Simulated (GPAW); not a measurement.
# Screening of a field by C/Pt(110), part 2 of 2

How does C/Pt(110) screen a perpendicular field?

GPAW 26.7.0; GPAW, PAW setups; slab in vacuum, relaxation (the session's first sound run).

So far. Step 5 (In a field): The dipole is now -0.0676 e Å, against -0.014 in the run without a field.

## Step 7: Field on

Contents of run.py:

```python
import json
import numpy as np
from ase import Atoms
from gpaw import GPAW, PW
from gpaw.external import ConstantElectricField

slab = Atoms(
    ['Pt', 'Pt', 'Pt', 'Pt', 'Pt', 'C'],
    positions=[
        [0.00000, 0.00000, 9.00000],
        [1.96000, 1.38593, 10.38593],
        [0.00000, 0.00000, 11.84122],
        [1.96000, 1.38593, 13.31567],
        [0.00000, 0.00000, 15.12512],
        [1.96000, 1.38593, 15.20862]],
    cell=[[3.92, 0.0, 0.0], [0.0, 2.77186, 0.0], [0.0, 0.0, 24.04372]],
    pbc=[True, True, False])

slab.calc = GPAW(mode=PW(500), xc='PBE', kpts={'size': (8, 11, 1), 'gamma': True},
                 occupations={'name': 'fermi-dirac', 'width': 0.1}, nbands='160%',
                 convergence={'density': 1e-05}, maxiter=200,
                 poissonsolver={'dipolelayer': 'xy'},
                 external=ConstantElectricField(0.05, [0, 0, 1]),
                 symmetry={'tolerance': 1e-3}, txt='slab.txt')
result = {}
energy = slab.get_potential_energy()
fermi = slab.calc.get_fermi_level()
v = slab.calc.get_electrostatic_potential().mean((0, 1)) - fermi
n = slab.calc.get_pseudo_density().mean((0, 1))
L = slab.cell[2, 2]
z = np.arange(len(v)) * L / len(v)
low, high = slab.positions[:, 2].min(), slab.positions[:, 2].max()
below, above = np.interp([low - 6.8, high + 6.8], z, v)
slopes = [np.interp(x, z, np.gradient(v, z)) for x in (low - 6.8, high + 6.8)]
eps = np.array([[slab.calc.get_eigenvalues(k, s) for k in range(len(slab.calc.get_ibz_k_points()))]
                for s in range(slab.calc.get_number_of_spins())]) - fermi
top, bottom = eps[eps < 0].max(), eps[eps > 0].min()
dipole = slab.get_dipole_moment()[2]
print(f'energy {energy:.4f} eV, Fermi level {fermi:.4f} eV, dipole {dipole:.5f} e A')
print(f'potential 6.8 A off the faces, from the Fermi level: lower {below:.4f} eV, upper {above:.4f} eV')
print(f'slope of the potential there: lower {slopes[0]:.5f}, upper {slopes[1]:.5f} eV/A')
print(f'nearest levels on the mesh: {top:.4f} and {bottom:.4f} eV')
print('magnetic moment', round(slab.get_magnetic_moment(), 3))
result.update(energy=energy, fermi=fermi, dipole=dipole, below=below, above=above, slopes=slopes, edges=[top, bottom],
              z=z.tolist(), v=v.tolist(), n=n.tolist(), positions=slab.positions.tolist(),
              forces=slab.get_forces(apply_constraint=False).tolist(), moments=slab.get_magnetic_moments().tolist())
json.dump(result, open('result.json', 'w'))
```

Command:

```
$ OMP_NUM_THREADS=1 OPENBLAS_NUM_THREADS=1 python run.py
```

Elapsed: 7.3 min, on 1 thread of Intel Xeon Platinum 8559C (Emerald Rapids), shared host; peak memory 0.66 GiB.

The electrostatic potential energy of an electron (without an applied field's), less the Fermi level, planar mean oscillates, so the rows of the table below give means over windows of 1.44 Å about each position, cut where the curve ends. Its maxima inside the range that stand out by 2 % of the span (Å: eV): 9.7: -7.59, 11.2: -6.93, 12.6: -7.00, 14.2: -2.99. Its minima: 9.0: -14.7, 10.4: -15.6, 11.8: -15.7, 13.3: -15.4, 15.2: -25.3.

Table of electrostatic potential energy of an electron (without an applied field's), less the Fermi level, planar mean by z; means over each step:

```
z (Å)  electrostatic potential energy of an electron (without an applied field's), less the Fermi level, planar mean (eV)
 0.72                                                                                                                5.54
 2.16                                                                                                                5.56
 3.60                                                                                                                5.56
 5.04                                                                                                                5.55
 6.48                                                                                                                5.48
 7.92                                                                                                                1.52
 9.36                                                                                                               -11.0
10.80                                                                                                               -11.1
12.24                                                                                                               -11.2
13.68                                                                                                               -9.39
15.12                                                                                                               -15.1
16.56                                                                                                                3.33
18.00                                                                                                                5.32
19.44                                                                                                                5.34
20.88                                                                                                                5.34
22.32                                                                                                                5.34
23.76                                                                                                                5.35
```

## Step 8: Field on

run.py, as its differences from that of step 7:

```diff
@@ -22,3 +22,3 @@
                  poissonsolver={'dipolelayer': 'xy'},
-                 external=ConstantElectricField(0.05, [0, 0, 1]),
+                 external=ConstantElectricField(0.1, [0, 0, 1]),
                  symmetry={'tolerance': 1e-3}, txt='slab.txt')
```

It took 9.5 min on 1 thread; peak memory 0.66 GiB.

The dipole is now 0.0398 e Å, against -0.014 in the run without a field.

## Step 9: Field on

run.py, as its differences from that of step 8:

```diff
@@ -22,3 +22,3 @@
                  poissonsolver={'dipolelayer': 'xy'},
-                 external=ConstantElectricField(0.1, [0, 0, 1]),
+                 external=ConstantElectricField(0.2, [0, 0, 1]),
                  symmetry={'tolerance': 1e-3}, txt='slab.txt')
```

It took 11 min on 1 thread; peak memory 0.67 GiB.

The electrostatic potential energy of an electron (without an applied field's), less the Fermi level, planar mean oscillates, so the rows of the table below give means over windows of 1.44 Å about each position, cut where the curve ends. Its maxima inside the range that stand out by 2 % of the span (Å: eV): 0.5: 6.24, 9.7: -7.25, 11.2: -6.80, 12.6: -7.08, 14.2: -3.32. Its minima: 9.0: -14.3, 10.4: -15.3, 11.8: -15.7, 13.3: -15.6, 15.2: -25.8.

The electrostatic potential energy of an electron (without an applied field's), less the Fermi level, planar mean by z; means over each step:

```
z (Å)  electrostatic potential energy of an electron (without an applied field's), less the Fermi level, planar mean (eV)
 0.72                                                                                                                6.13
 2.16                                                                                                                6.24
 3.60                                                                                                                6.24
 5.04                                                                                                                6.23
 6.48                                                                                                                6.15
 7.92                                                                                                                2.12
 9.36                                                                                                               -10.6
10.80                                                                                                               -11.0
12.24                                                                                                               -11.3
13.68                                                                                                               -9.64
15.12                                                                                                               -15.6
16.56                                                                                                                2.71
18.00                                                                                                                4.65
19.44                                                                                                                4.68
20.88                                                                                                                4.68
22.32                                                                                                                4.68
23.76                                                                                                                4.77
```

The dipole is now 0.0936 e Å, against -0.014 in the run without a field.

## Step 10: In a field

run.py, as its differences from that of step 9:

```diff
@@ -22,3 +22,3 @@
                  poissonsolver={'dipolelayer': 'xy'},
-                 external=ConstantElectricField(0.2, [0, 0, 1]),
+                 external=ConstantElectricField(0.3, [0, 0, 1]),
                  symmetry={'tolerance': 1e-3}, txt='slab.txt')
```

Wall time 8.9 min (1 thread); peak memory 0.66 GiB.

The dipole is now 0.147 e Å, against -0.014 in the run without a field.

## Step 11: The series

The members are put on one axis.

This step: induced dipole against applied field (GPAW 26.7.0).

Dipole along the normal against field:

```
field (V/Å)  dipole along the normal (e·Å)
     -0.200                         -0.121
     -0.100                        -0.0676
     -0.050                        -0.0408
      0.000                        -0.0140
      0.050                         0.0129
      0.100                         0.0398
      0.200                         0.0936
      0.300                          0.147
```

## Step 12: Results

| Quantity | Value |
| --- | --- |
| work function, upper and lower face | 5.564 and 5.331 eV |
| dipole along the normal | -0.0140 e Å |
| induced dipole per field | 0.538 e Å per V/Å |
| out-of-plane polarisability per area, α/(ε0 A) | 8.95 Å |

In words: The field induces 0.538 e Å per V/Å, a polarisable thickness α/(ε0 A) of 8.95 Å beside 6.21 Å between the outermost nuclei. A perfect conductor would give the distance between its two image planes; a dielectric of thickness t gives t(1 - 1/ε). The two faces differ by 0.23 eV, the step that the slab's dipole makes (e p/(ε0 A) gives 0.23 eV), so the dipole layer is needed. The induced dipole is linear in the field over this range. The cell of 10.9 Å² holds one C, started on one chosen site; other sites and coverages weren't tried. The in-plane lattice was kept as typed, which isn't the functional's own and leaves some strain; spin-orbit coupling and temperature are left out.

[Logs are printed without paths, hosts, clocks, repeated set-up lines and the standing remarks that a program may print on its own settings, such as how far it seeks lower states.]

[Hosts, paths, dates, database ids (printed as entryN), source tags and the programs' standing remarks are cut or masked in the printed files.]
